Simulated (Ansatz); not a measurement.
## Ge wire along [100], 89 atoms a period, H-terminated: bands by functional

Wanted: the relaxed geometry and the bands of the Ge wire along [100], 89 atoms a period, H-terminated.

Main program and level: Ansatz 0.2.0; DFT PBE, plane waves, PAW; relaxation of a wire's period; PAW set soft_1, in the first sound run; inputs show where later runs differ.

### Step 1. Set-up

The cell holds 133 atoms: 89 Ge and 44 H. Its edges and angles: a = 28.761 Å, b = 28.761 Å, c = 5.760 Å, α = 90.0°, β = 90.0°, γ = 90.0°. Vacuum lies along a and b. The structure's axis is c.

### Step 2. Relaxation of atoms and period

Band widths follow the bond lengths, so the wire is relaxed first. The atoms and the third cell vector are free; the box across stays fixed as vacuum. A Fermi-Dirac smearing is set since the result may be a metal. The pressure printed is a third of the stress's trace over the whole box, vacuum included; only the stress along the axis is relaxed.

The input, input.yaml:

```yaml
crystal:
  lattice:
    - [28.761, 0.0, 0.0]
    - [0.0, 28.761, 0.0]
    - [0.0, 0.0, 5.76]
  atoms:
    - { symbol: Ge, position: [0.199598985, 0.399870186, 0.0] }
    - { symbol: Ge, position: [0.199598985, 0.600141387, 0.0] }
    - { symbol: Ge, position: [0.299734586, 0.299734586, 0.0] }
    - { symbol: Ge, position: [0.299734586, 0.500005786, 0.0] }
    - { symbol: Ge, position: [0.299734586, 0.700276987, 0.0] }
    - { symbol: Ge, position: [0.399870186, 0.199598985, 0.0] }
    - { symbol: Ge, position: [0.399870186, 0.399870186, 0.0] }
    - { symbol: Ge, position: [0.399870186, 0.600141387, 0.0] }
    - { symbol: Ge, position: [0.399870186, 0.800412587, 0.0] }
    - { symbol: Ge, position: [0.500005786, 0.299734586, 0.0] }
    - { symbol: Ge, position: [0.500005786, 0.500005786, 0.0] }
    - { symbol: Ge, position: [0.500005786, 0.700276987, 0.0] }
    - { symbol: Ge, position: [0.600141387, 0.199598985, 0.0] }
    - { symbol: Ge, position: [0.600141387, 0.399870186, 0.0] }
    - { symbol: Ge, position: [0.600141387, 0.600141387, 0.0] }
    - { symbol: Ge, position: [0.600141387, 0.800412587, 0.0] }
    - { symbol: Ge, position: [0.700276987, 0.299734586, 0.0] }
    - { symbol: Ge, position: [0.700276987, 0.500005786, 0.0] }
    - { symbol: Ge, position: [0.700276987, 0.700276987, 0.0] }
    - { symbol: Ge, position: [0.800412587, 0.399870186, 0.0] }
    - { symbol: Ge, position: [0.800412587, 0.600141387, 0.0] }
    - { symbol: H, position: [0.118215639, 0.51875804, 0.093634302] }
    - { symbol: H, position: [0.21835124, 0.21835124, 0.093634302] }
    - { symbol: H, position: [0.481253532, 0.881795933, 0.093634302] }
    - { symbol: H, position: [0.51875804, 0.118215639, 0.093634302] }
    - { symbol: H, position: [0.781660333, 0.781660333, 0.093634302] }
    - { symbol: H, position: [0.881795933, 0.481253532, 0.093634302] }
    - { symbol: H, position: [0.168283439, 0.36855464, 0.156365698] }
    - { symbol: H, position: [0.36855464, 0.168283439, 0.156365698] }
    - { symbol: H, position: [0.631456933, 0.831728133, 0.156365698] }
[... 97 atom lines left out ...]
    - { symbol: H, position: [0.118215639, 0.481253532, 0.906365698] }
    - { symbol: H, position: [0.21835124, 0.781660333, 0.906365698] }
    - { symbol: H, position: [0.481253532, 0.118215639, 0.906365698] }
    - { symbol: H, position: [0.51875804, 0.881795933, 0.906365698] }
    - { symbol: H, position: [0.781660333, 0.21835124, 0.906365698] }
    - { symbol: H, position: [0.881795933, 0.51875804, 0.906365698] }
kpoints:
  mp_grid: { grid: [1, 1, 14] }
scf:
  occupations: { method: fermi_dirac, width: 0.05 }
hamiltonian:
  xc: pbe
  pseudopotentials: { kind: paw, azcp: { folder: soft_1 } }
relax:
  cell: { fix: [a, b, alpha, beta, gamma] }
  max_steps: 45
  f_tol: 0.03
```

The run is started by

```bash
$ ansatz run input.yaml --threads 16 --pin off --max-ram 61440MiB --backend cuda --events-out ev --progress --plain --runs-dir out --max-vram 78GiB
```

Numbers of over 12 decimals in the logs are rounded to 6 here.

Log:

```text
Engine: ansatz 0.2.0, aarch64-unknown-linux-gnu
Pseudopotentials: kind: paw
Pseudopotential: Ge, paw, valence charge 14, recommended cutoff 420 eV (normal), soft_1/Ge.paw.azcp
Pseudopotential: H, paw, valence charge 1, recommended cutoff 420 eV (normal), soft_1/H.paw.azcp
Functional definition: PBE
  parameter kappa = 0.804
  parameter beta = 0.066725
  exchange = pbe_x(kappa = kappa, mu = beta*pi^2/3)
  correlation = pbe_c(beta = beta)
[...]
Crystal: 133 atoms, lattice volume = 4764.644 Å³
Basis set: ecut = 420 eV, 93183 PW (Γ), exchange–correlation on 400×400×80 points (8 copies of the dense FFT grid, shifted against one another)
Bands: 778, of which v1, the nominal top of the filled ones, is band 645 counted from 1 (644 counted from 0)
Symmetry: 8 space group operations
Space group: P-42m (ITA 111), of the structure as read, at distance tolerance 1.7e-4 Å
k-points: 8 of 14
Non-local potential: Ge, projectors of the file, l = 0: 2, l = 1: 2, l = 2: 3, l = 3: 1
Non-local potential: H, projectors of the file, l = 0: 2, l = 1: 1
PAW form: soft (Blöchl's): semilocal exchange-correlation on the pseudo side does not see the compensation charge
PAW one-centre angular grid: Ge, 590 points (default); XC on 64 Gauss nodes
PAW one-centre angular grid: H, 110 points (default); XC on 64 Gauss nodes
Initial density: superposition of atomic densities (neutral atoms: chi_scale 0, normalization atom)
Initial wavefunctions: pseudopotential atomic-orbital guess
[...]
Functional: x = pbe(κ = 0.804, μ = 0.219515), c = pbe(β = 0.066725)
SCF iter   1: F=—  HF=-382951.757924 eV  |F-HF|=—  |Δ(HF+E_count)|=         —  Δρ=3.46e-2  dr2=4.81e1  ethr=3.10e-3  ⟨swp⟩=6.8  Hψ=18590  notcnv=0  defer=512
preconditioner: auto → Resta (q_TF=auto, 2.194 Å⁻¹)  ε∞=1.8  [insulator: Δε(μ)=0.816 eV  Ē_g=21.762 eV  σ=0.050 eV  W_gap=1.00  n_scr=808 (ndim 8)  ℏωp=19.3 eV  f_vac=0.455  D(μ)=0.00/eV (n_scr^D=0)  ε∞_Penn≈1.8  vacuum switching on, ρ_ref=3.4e-2 e/Å³]
SCF iter   2: F=—  HF=-382943.261364 eV  |F-HF|=—  |Δ(HF+E_count)|=    8.50e0  Δρ=1.63e-2  dr2=1.56e1  ethr=3.10e-3  ⟨swp⟩=3.0  Hψ=7471  notcnv=0  defer=913
[...]
SCF iter  13: F=-382940.666873 eV  HF=-382940.666874 eV  |F-HF|=4.40e-8  |Δ(HF+E_count)|=   5.66e-8  Δρ=7.23e-7  dr2=7.00e-8  ethr=7.75e-12  ⟨swp⟩=4.0  Hψ=13479  notcnv=0
SCF 1 converged in 13 iterations: F = -382940.666873 eV  dr2 = 7.00e-8
  greatest PAW one-centre occupation: 0.998 electrons in one spin orbital (limit 2), on the Ge atom at site 88 (counted from 0), in its partial waves of l = 2
relax step   1: F+E_penalty+E_count = -382940.66687348 eV  Δ(F+E_penalty+E_count) = +0.000e0 eV  max|allowed force component| = 3.953e-1 eV/Å  Δτ_max = 0.0000 Å  P = -0.197 GPa  Ω = 4764.644 Å³  fix = [a, b, alpha, beta, gamma]  reactions: a -0.274, b -0.274 GPa  (13 SCF iters, dr2 threshold 1.00e-7 eV, accepted)
[...]
Crystal: 133 atoms, lattice volume = 4810.477 Å³
Basis set: ecut = 420 eV, 94111 PW (Γ), exchange–correlation on 400×400×80 points (8 copies of the dense FFT grid, shifted against one another)
[...]
iter 1 solved again at ethr=1.90e-4 eV; its pass at ethr=3.10e-3 eV (dr2=2.45e0 eV) is discarded
SCF iter   1: F=—  HF=-382942.018749 eV  |F-HF|=—  |Δ(HF+E_count)|=         —  Δρ=1.00e-2  dr2=2.46e0  ethr=1.90e-4  ⟨swp⟩=11.6  Hψ=25363  notcnv=0  defer=86
preconditioner: auto → Resta (q_TF=auto, 2.191 Å⁻¹)  ε∞=1.8  [insulator: Δε(μ)=1.032 eV  Ē_g=21.805 eV  σ=0.050 eV  W_gap=1.00  n_scr=816 (ndim 8)  ℏωp=19.2 eV  f_vac=0.488  D(μ)=0.00/eV (n_scr^D=0)  ε∞_Penn≈1.8  vacuum switching on, ρ_ref=3.4e-2 e/Å³]
SCF iter   2: F=—  HF=-382941.727345 eV  |F-HF|=—  |Δ(HF+E_count)|=   2.91e-1  Δρ=4.88e-3  dr2=6.95e-1  ethr=1.90e-4  ⟨swp⟩=4.9  Hψ=8527  notcnv=0  defer=547
[...]
SCF iter   8: F=-382941.685495 eV  HF=-382941.685496 eV  |F-HF|=1.01e-6  |Δ(HF+E_count)|=   2.94e-5  Δρ=9.70e-6  dr2=6.53e-6  ethr=7.57e-10  ⟨swp⟩=3.0  Hψ=19404  notcnv=0
SCF 2 converged in 8 iterations: F = -382941.685495 eV  dr2 = 6.53e-6
  greatest PAW one-centre occupation: 0.998 electrons in one spin orbital (limit 2), on the Ge atom at site 86 (counted from 0), in its partial waves of l = 2
relax step   2: F+E_penalty+E_count = -382941.68549514 eV  Δ(F+E_penalty+E_count) = -1.019e0 eV  max|allowed force component| = 2.538e-1 eV/Å  Δτ_max = 0.1995 Å  P = -0.171 GPa  Ω = 4810.477 Å³  energy of the carried Pulay correction = -7.705e-3 eV  fix = [a, b, alpha, beta, gamma]  reactions: a -0.140, b -0.140 GPa  (8 SCF iters, dr2 threshold 9.77e-6 eV, accepted)
[...]
relax step   3: F+E_penalty+E_count = -382941.96975444 eV  Δ(F+E_penalty+E_count) = -2.843e-1 eV  max|allowed force component| = 1.609e-1 eV/Å  Δτ_max = 0.0953 Å  P = -0.041 GPa  Ω = 4792.600 Å³  energy of the carried Pulay correction = -4.708e-3 eV  fix = [a, b, alpha, beta, gamma]  reactions: a -0.032, b -0.032 GPa  (9 SCF iters, dr2 threshold 4.03e-6 eV, accepted)
[...]
relax step   4: F+E_penalty+E_count = -382942.27326620 eV  Δ(F+E_penalty+E_count) = -3.035e-1 eV  max|allowed force component| = 4.713e-2 eV/Å  Δτ_max = 0.2000 Å  P = -0.041 GPa  Ω = 4789.145 Å³  energy of the carried Pulay correction = -4.128e-3 eV  fix = [a, b, alpha, beta, gamma]  reactions: a -0.043, b -0.043 GPa  (10 SCF iters, dr2 threshold 1.62e-6 eV, accepted)
[...]
relax step   5: F+E_penalty+E_count = -382942.32104405 eV  Δ(F+E_penalty+E_count) = -4.778e-2 eV  max|allowed force component| = 2.344e-2 eV/Å  Δτ_max = 0.0957 Å  P = -0.006 GPa  Ω = 4781.312 Å³  energy of the carried Pulay correction = -2.811e-3 eV  fix = [a, b, alpha, beta, gamma]  reactions: a -0.009, b -0.009 GPa  (10 SCF iters, dr2 threshold 1.39e-7 eV, accepted)
[...]
relax step   6: F+E_penalty+E_count = -382942.32721773 eV  Δ(F+E_penalty+E_count) = -6.174e-3 eV  max|allowed force component| = 7.007e-2 eV/Å  Δτ_max = 0.0738 Å  P = -0.012 GPa  Ω = 4778.513 Å³  energy of the carried Pulay correction = -2.339e-3 eV  fix = [a, b, alpha, beta, gamma]  reactions: a -0.012, b -0.012 GPa  (11 SCF iters, accepted)
[...]
relax step   7: F+E_penalty+E_count = -382942.32932130 eV  Δ(F+E_penalty+E_count) = -2.104e-3 eV  max|allowed force component| = 2.055e-2 eV/Å  Δτ_max = 0.0127 Å  P = +0.004 GPa  Ω = 4778.654 Å³  energy of the carried Pulay correction = -2.363e-3 eV  fix = [a, b, alpha, beta, gamma]  reactions: a +0.002, b +0.002 GPa  (7 SCF iters, dr2 threshold 3.07e-7 eV, accepted)
[...]
relax step   8: F+E_penalty+E_count = -382942.33180142 eV  Δ(F+E_penalty+E_count) = -2.480e-3 eV  max|allowed force component| = 2.047e-2 eV/Å  Δτ_max = 0.0000 Å  P = +0.005 GPa  Ω = 4778.654 Å³  fix = [a, b, alpha, beta, gamma]  reactions: a +0.003, b +0.003 GPa  stress off target by 7.73e-3 GPa on what of the cell is left free  SCF on the basis re-selected at this cell (its energy is not comparable with the rows above)  (10 SCF iters)
[...]
- { symbol: Ge, position: [0.500000, 0.200582, 0.500000] }
    - { symbol: Ge, position: [0.500000, 0.399857, 0.500000] }
    - { symbol: Ge, position: [0.500000, 0.600143, 0.500000] }
    - { symbol: Ge, position: [0.500000, 0.799418, 0.500000] }
    - { symbol: Ge, position: [0.600281, 0.299451, 0.499397] }
    - { symbol: Ge, position: [0.600143, 0.500000, 0.500000] }
    - { symbol: Ge, position: [0.600281, 0.700549, 0.500603] }
    - { symbol: Ge, position: [0.704953, 0.202018, 0.468937] }
    - { symbol: Ge, position: [0.700549, 0.399719, 0.499397] }
    - { symbol: Ge, position: [0.700549, 0.600281, 0.500603] }
    - { symbol: Ge, position: [0.704953, 0.797982, 0.531063] }
    - { symbol: Ge, position: [0.797982, 0.295047, 0.468937] }
    - { symbol: Ge, position: [0.799418, 0.500000, 0.500000] }
    - { symbol: Ge, position: [0.797982, 0.704953, 0.531063] }
    - { symbol: H, position: [0.128198, 0.412205, 0.556541] }
    - { symbol: H, position: [0.412205, 0.128198, 0.556541] }
    - { symbol: H, position: [0.587795, 0.871802, 0.556541] }
    - { symbol: H, position: [0.871802, 0.587795, 0.556541] }
    - { symbol: H, position: [0.180862, 0.259658, 0.703978] }
    - { symbol: H, position: [0.161093, 0.679872, 0.588316] }
    - { symbol: H, position: [0.259658, 0.180862, 0.703978] }
    - { symbol: H, position: [0.320128, 0.838907, 0.588316] }
    - { symbol: H, position: [0.679872, 0.161093, 0.588316] }
    - { symbol: H, position: [0.740342, 0.819138, 0.703978] }
    - { symbol: H, position: [0.838907, 0.320128, 0.588316] }
    - { symbol: H, position: [0.819138, 0.740342, 0.703978] }
    - { symbol: Ge, position: [0.151998, 0.446520, 0.726080] }
    - { symbol: Ge, position: [0.250412, 0.349720, 0.755287] }
    - { symbol: Ge, position: [0.250063, 0.549573, 0.751694] }
    - { symbol: Ge, position: [0.251008, 0.748992, 0.739624] }
    - { symbol: Ge, position: [0.349720, 0.250412, 0.755287] }
    - { symbol: Ge, position: [0.349774, 0.449814, 0.749380] }
    - { symbol: Ge, position: [0.350261, 0.649739, 0.747078] }
    - { symbol: Ge, position: [0.446520, 0.151998, 0.726080] }
    - { symbol: Ge, position: [0.449814, 0.349774, 0.749380] }
    - { symbol: Ge, position: [0.449964, 0.550036, 0.750404] }
    - { symbol: Ge, position: [0.450427, 0.749937, 0.751694] }
    - { symbol: Ge, position: [0.549573, 0.250063, 0.751694] }
    - { symbol: Ge, position: [0.550036, 0.449964, 0.750404] }
    - { symbol: Ge, position: [0.550186, 0.650226, 0.749380] }
    - { symbol: Ge, position: [0.553480, 0.848002, 0.726080] }
    - { symbol: Ge, position: [0.649739, 0.350261, 0.747078] }
    - { symbol: Ge, position: [0.650226, 0.550186, 0.749380] }
    - { symbol: Ge, position: [0.650280, 0.749588, 0.755287] }
    - { symbol: Ge, position: [0.748992, 0.251008, 0.739624] }
    - { symbol: Ge, position: [0.749937, 0.450427, 0.751694] }
    - { symbol: Ge, position: [0.749588, 0.650280, 0.755287] }
    - { symbol: Ge, position: [0.848002, 0.553480, 0.726080] }
    - { symbol: H, position: [0.168456, 0.628943, 0.856622] }
    - { symbol: H, position: [0.371057, 0.831544, 0.856622] }
    - { symbol: H, position: [0.628943, 0.168456, 0.856622] }
    - { symbol: H, position: [0.831544, 0.371057, 0.856622] }
    - { symbol: H, position: [0.113152, 0.472726, 0.857483] }
    - { symbol: H, position: [0.219541, 0.780459, 0.892512] }
    - { symbol: H, position: [0.472726, 0.113152, 0.857483] }
    - { symbol: H, position: [0.527274, 0.886848, 0.857483] }
    - { symbol: H, position: [0.780459, 0.219541, 0.892512] }
    - { symbol: H, position: [0.886848, 0.527274, 0.857483] }
```

The job ended after 1.7 min (1 × NVIDIA GB200 with 16 threads of Arm Neoverse V2, shared host; peak memory 2.3 GiB; 5.9 min of CPU time).

Step by step:

| step | energy less that of the first step (eV) | largest force component (eV/Å) | pressure (GPa) | volume (Å³) |
| --- | --- | --- | --- | --- |
| 1 | 0.0000 | 0.3953 | -0.20 | 4764.64 |
| 2 | -1.0186 | 0.2538 | -0.17 | 4810.48 |
| 3 | -1.3029 | 0.1609 | -0.04 | 4792.60 |
| 4 | -1.6064 | 0.0471 | -0.04 | 4789.14 |
| 5 | -1.6542 | 0.0234 | -0.01 | 4781.31 |
| 6 | -1.6603 | 0.0701 | -0.01 | 4778.51 |
| 7 | -1.6624 | 0.0206 | 0.00 | 4778.65 |
| 8 | -1.6649 | 0.0205 | 0.00 | 4778.65 |

The run keeps the 8 symmetry operations that it works with, so distortions that break them were not tested.

| cell as run | before | after | change |
| --- | --- | --- | --- |
| c (Å) | 5.760 | 5.777 | +0.3 % |

The atoms that moved most (Å, along periodic axes as changes of fractional coordinates times the final cell, across vacuum about the mean position):

| atom | dx | dy | dz | length |
| --- | --- | --- | --- | --- |
| H100 | 0.207 | -0.314 | -0.393 | 0.544 |
| H97 | -0.314 | 0.207 | -0.393 | 0.544 |
| H54 | -0.207 | -0.314 | 0.393 | 0.544 |
| H57 | -0.314 | -0.207 | 0.393 | 0.544 |
| H61 | 0.207 | 0.314 | 0.393 | 0.544 |
| H58 | 0.314 | 0.207 | 0.393 | 0.544 |
| H95 | -0.207 | 0.314 | -0.393 | 0.544 |
| H98 | 0.314 | -0.207 | -0.393 | 0.544 |

This step gave:

| Property | Result |
| --- | --- |
| cell length along the wire | 5.777 Å |

The cell's length comes to 5.777 Å with spin left out.

### Step 3. The perfect wire

This step: DFT PBE, plane waves, PAW; bands of a perfect wire; PAW set soft_1 (Ansatz 0.2.0).

At the relaxed period the bands are computed along the axis; those that cross an energy going forward count the channels that a perfect wire would open there.

The input, input.yaml:

```yaml
crystal:
  lattice:
    - [28.761, 0.0, 0.0]
    - [0.0, 28.761, 0.0]
    - [0.0, 0.0, 5.7769373873]
  atoms:
    - { symbol: Ge, position: [0.201048148, 0.401598327, 0.991874855] }
    - { symbol: Ge, position: [0.201048148, 0.598401673, 0.008125145] }
    - { symbol: Ge, position: [0.300389495, 0.300389495, 0.007072543] }
    - { symbol: Ge, position: [0.300460407, 0.5, 0.0] }
    - { symbol: Ge, position: [0.300389495, 0.699610505, 0.992927457] }
    - { symbol: Ge, position: [0.401598327, 0.201048148, 0.991874855] }
    - { symbol: Ge, position: [0.399896591, 0.399896591, 0.999666863] }
    - { symbol: Ge, position: [0.399896591, 0.600103409, 0.000333137] }
    - { symbol: Ge, position: [0.401598327, 0.798951852, 0.008125145] }
    - { symbol: Ge, position: [0.5, 0.300460407, 0.0] }
    - { symbol: Ge, position: [0.5, 0.5, 0.0] }
    - { symbol: Ge, position: [0.5, 0.699539593, 0.0] }
    - { symbol: Ge, position: [0.598401673, 0.201048148, 0.008125145] }
    - { symbol: Ge, position: [0.600103409, 0.399896591, 0.000333137] }
    - { symbol: Ge, position: [0.600103409, 0.600103409, 0.999666863] }
    - { symbol: Ge, position: [0.598401673, 0.798951852, 0.991874855] }
    - { symbol: Ge, position: [0.699610505, 0.300389495, 0.992927457] }
    - { symbol: Ge, position: [0.699539593, 0.5, 0.0] }
    - { symbol: Ge, position: [0.699610505, 0.699610505, 0.007072543] }
    - { symbol: Ge, position: [0.798951852, 0.401598327, 0.008125145] }
    - { symbol: Ge, position: [0.798951852, 0.598401673, 0.991874855] }
    - { symbol: H, position: [0.113151538, 0.527273787, 0.142516601] }
    - { symbol: H, position: [0.219540927, 0.219540927, 0.107488193] }
    - { symbol: H, position: [0.472726213, 0.886848462, 0.142516601] }
    - { symbol: H, position: [0.527273787, 0.113151538, 0.142516601] }
    - { symbol: H, position: [0.780459073, 0.780459073, 0.107488193] }
    - { symbol: H, position: [0.886848462, 0.472726213, 0.142516601] }
    - { symbol: H, position: [0.168456005, 0.371056914, 0.143377875] }
    - { symbol: H, position: [0.371056914, 0.168456005, 0.143377875] }
    - { symbol: H, position: [0.628943086, 0.831543995, 0.143377875] }
[... 97 atom lines left out ...]
    - { symbol: H, position: [0.113151538, 0.472726213, 0.857483399] }
    - { symbol: H, position: [0.219540927, 0.780459073, 0.892511807] }
    - { symbol: H, position: [0.472726213, 0.113151538, 0.857483399] }
    - { symbol: H, position: [0.527273787, 0.886848462, 0.857483399] }
    - { symbol: H, position: [0.780459073, 0.219540927, 0.892511807] }
    - { symbol: H, position: [0.886848462, 0.527273787, 0.857483399] }
kpoints:
  mp_grid: { grid: [1, 1, 14] }
  band_path: { path: ["Γ", Z], npoints: 90 }
scf:
  occupations: { method: fermi_dirac, width: 0.05 }
hamiltonian:
  xc: pbe
  pseudopotentials: { kind: paw, azcp: { folder: soft_1 } }
output:
  dos: { e_range: [-5, 4] }
  write_potential: true
  write_density: true
  volumetric_format: npy
```

Log:

```text
[...]
Crystal: 133 atoms, lattice volume = 4778.654 Å³
Basis set: ecut = 420 eV, 93471 PW (Γ)
Bands: 778, of which v1, the nominal top of the filled ones, is band 645 counted from 1 (644 counted from 0)
Symmetry: 8 space group operations
[...]
k-points: 8 of 14
[...]
SCF iter   1: F=—  HF=-382953.601339 eV  |F-HF|=—  |Δ(HF+E_count)|=         —  Δρ=3.52e-2  dr2=4.91e1  ethr=3.10e-3  ⟨swp⟩=6.0  Hψ=22954  notcnv=0  defer=166
[...]
SCF iter   6: F=—  HF=-382942.326819 eV  |F-HF|=—  |Δ(HF+E_count)|=   1.75e-2  Δρ=6.78e-4  dr2=2.74e-2  ethr=1.55e-5  ⟨swp⟩=2.2  Hψ=6470  notcnv=0  defer=884
[...]
SCF iter  11: F=—  HF=-382942.332102 eV  |F-HF|=—  |Δ(HF+E_count)|=   3.41e-6  Δρ=3.93e-6  dr2=7.56e-7  ethr=2.73e-9  ⟨swp⟩=2.0  Hψ=6367  notcnv=0  defer=884
[...]
SCF iter  13: F=-382942.332103 eV  HF=-382942.332103 eV  |F-HF|=2.45e-8  |Δ(HF+E_count)|=   3.58e-8  Δρ=6.36e-7  dr2=4.15e-8  ethr=7.75e-12  ⟨swp⟩=12.0  Hψ=25053  notcnv=0
SCF 1 converged in 13 iterations: F = -382942.332103 eV  dr2 = 4.15e-8
[...]
NSCF: frozen V_eff on 91 k-points
[...]
SCF converged after 13 iterations
[...]
```

It took 2.3 min on 1 × NVIDIA GB200 with 16 threads; peak memory 11 GiB; 6.9 min of CPU time.

In the SCF lines HF is the Harris–Foulkes energy and dr2 the Hartree energy of the density residual, in eV; the loop may stop once dr2 is under the threshold and the program's other checks hold. Hψ counts applications of the Hamiltonian.

This step gave:

```yaml
band_gap: 1.123 eV
```

[end of part 1 of 2]

[Logs are printed without paths, hosts, clocks, repeated set-up lines and the standing remarks that a program may print on its own settings, such as how far it seeks lower states.]

[Hosts, paths, dates, database ids (printed as entryN), source tags and the programs' standing remarks are cut or masked in the printed files.]
